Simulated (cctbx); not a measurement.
# Sc2Bi: solution and refinement

Cell a = 8.0920 Å, b = 8.0920 Å, c = 8.0920 Å, α = 90.00°, β = 90.00°, γ = 90.00°; space group Fd-3m (no. 227, origin choice 1); content Bi8 Sc16.

The data are simulated with cctbx, not measured: Mo Kα, λ = 0.71073 Å, to d = 0.7 Å, 70 % of the full sphere, strongest reflection 40000 counts, noise from counting, a 4 % proportional error and a noise floor of 8 counts (s.d.); no absorption, and some extinction, which the refinements don't model.

Charge flipping in P1 on normalised amplitudes to 0.8 Å, δ = 1.1 σ, 10 % of the reflections treated as weak, 200 cycles:

```text
cycle      R  skewness
    0  0.510     0.13
   16  0.400     2.66
   32  0.380     2.44
   48  0.360     2.46
   64  0.414     2.23
   80  0.396     2.32
   96  0.371     2.38
  112  0.382     2.32
  128  0.410     2.17
  144  0.398     2.28
  160  0.374     2.52
  176  0.405     2.40
  192  0.395     2.39
origin shift          correlation  skewness
 0.254  0.151  0.155      0.932      9.44
 0.440  0.021  0.045      0.862      1.67
 0.070  0.022  0.232      0.883      0.60
 0.089  0.021  0.221      0.874      0.29
taken: symmetry correlation 0.932, skewness 9.44
peak      x       y       z  mult  height/sigma
Q1    0.0000  0.0000  0.5000    8     19.8
Q2    0.1250  0.1250  0.1250   16      4.9
Q3    0.1316  0.1316  0.3684   32      1.4
Q4    0.1250  0.1250  0.6250   16      1.1
Q5    0.0434  0.0434  0.9566   32      1.0
Q6    0.0136  0.1780  0.6780   96      0.8
Q7    0.0000  0.0000  0.3565   48      0.7
```

The origin is taken among those within 0.04 of the best correlation, by the skewness of the map.

Run time: 1.8 s on 1 thread of Arm Neoverse N1 (shared host), peak memory 0.07 GiB.

Q: Assign the peaks.

Heights go roughly as Z and multiplicities must add up to the content. First model: Q1 = Bi1 (8 in the cell, height 19.8) and Q2 = Sc1 (16 in the cell, height 4.9). Against the true structure, Q1 is Bi and Q2 is Sc; the other peaks are not atoms.

Least squares on F², isotropic:

```text
Rint 0.034, 56 unique reflections to 0.70 A
cycle     R1     wR2    GooF  max shift (A)
   1  0.0781  0.2275  19.991   0.00000
   2  0.0058  0.0125   1.101   0.00000
final R1 0.0058 wR2 0.0125 GooF 1.101  parameters 2  data/parameter 28.0
atom        x        y        z      Ueq    occ   su(xyz)  su(Uiso or U11)
Bi1    0.00000  0.00000  0.50000   0.0135  1.000  0.00000  0.0001
Sc1    0.12500  0.12500  0.12500   0.0250  1.000  0.00000  0.0002
difference map: max 0.31 min -0.55 rms 0.10
Q1    0.1250  0.1250  0.6250   16    0.31  1.75 A from Bi1
Q2    0.0000  0.0000  0.6570   48    0.27  1.27 A from Bi1
Q3    0.0000  0.0000  0.1008   48    0.19  1.44 A from Sc1
Q4    0.0480  0.0480  0.0480   32    0.19  1.08 A from Sc1
Q5    0.0830  0.0830  0.3278   96    0.13  1.69 A from Bi1
```

Anisotropic refinement:

```text
Rint 0.034, 56 unique reflections to 0.70 A
cycle     R1     wR2    GooF  max shift (A)
   1  0.0057  0.0125   1.113   0.00000
   2  0.0057  0.0124   1.103   0.00000
final R1 0.0057 wR2 0.0124 GooF 1.103  parameters 3  data/parameter 18.7
atom        x        y        z      Ueq    occ   su(xyz)  su(Uiso or U11)
Bi1    0.00000  0.00000  0.50000   0.0135  1.000  0.00000  0.0001
Sc1    0.12500  0.12500  0.12500   0.0250  1.000  0.00000  0.0002
difference map: max 0.42 min -0.61 rms 0.12
Q1    0.1250  0.1250  0.6250   16    0.42  1.75 A from Bi1
Q2    0.0282  0.0282  0.6623   96    0.34  1.35 A from Bi1
Q3    0.0443  0.0443  0.4557   32    0.31  0.62 A from Bi1
Q4    0.0710  0.0710  0.3500   96    0.21  1.46 A from Bi1
Q5    0.0271  0.0271  0.9169   96    0.21  1.50 A from Sc1
Q6    0.0477  0.0477  0.2061   96    0.16  1.10 A from Sc1
```

**Reading.** The refinement ends at R1 = 0.0057, wR2 = 0.0124, GooF = 1.10, with difference density between -0.61 and 0.42 e/Å³. Every site matches the true model in element, within 0.001 Å r.m.s., up to an allowed shift of origin.

True model:

```csv
atom,mult.,x,y,z,Ueq (Å²)
Bi1,8,1/4,1/4,1/4,0.0138
Sc1,16,3/8,5/8,3/8,0.0252
```

The model is made up (kin elements in a known structure type, no relaxation), so it says nothing on whether the phase exists.

[Middle refinement cycles are left out of these outputs.]

[Logs are printed without paths, hosts, clocks, repeated set-up lines and the standing remarks that a program may print on its own settings, such as how far it seeks lower states.]
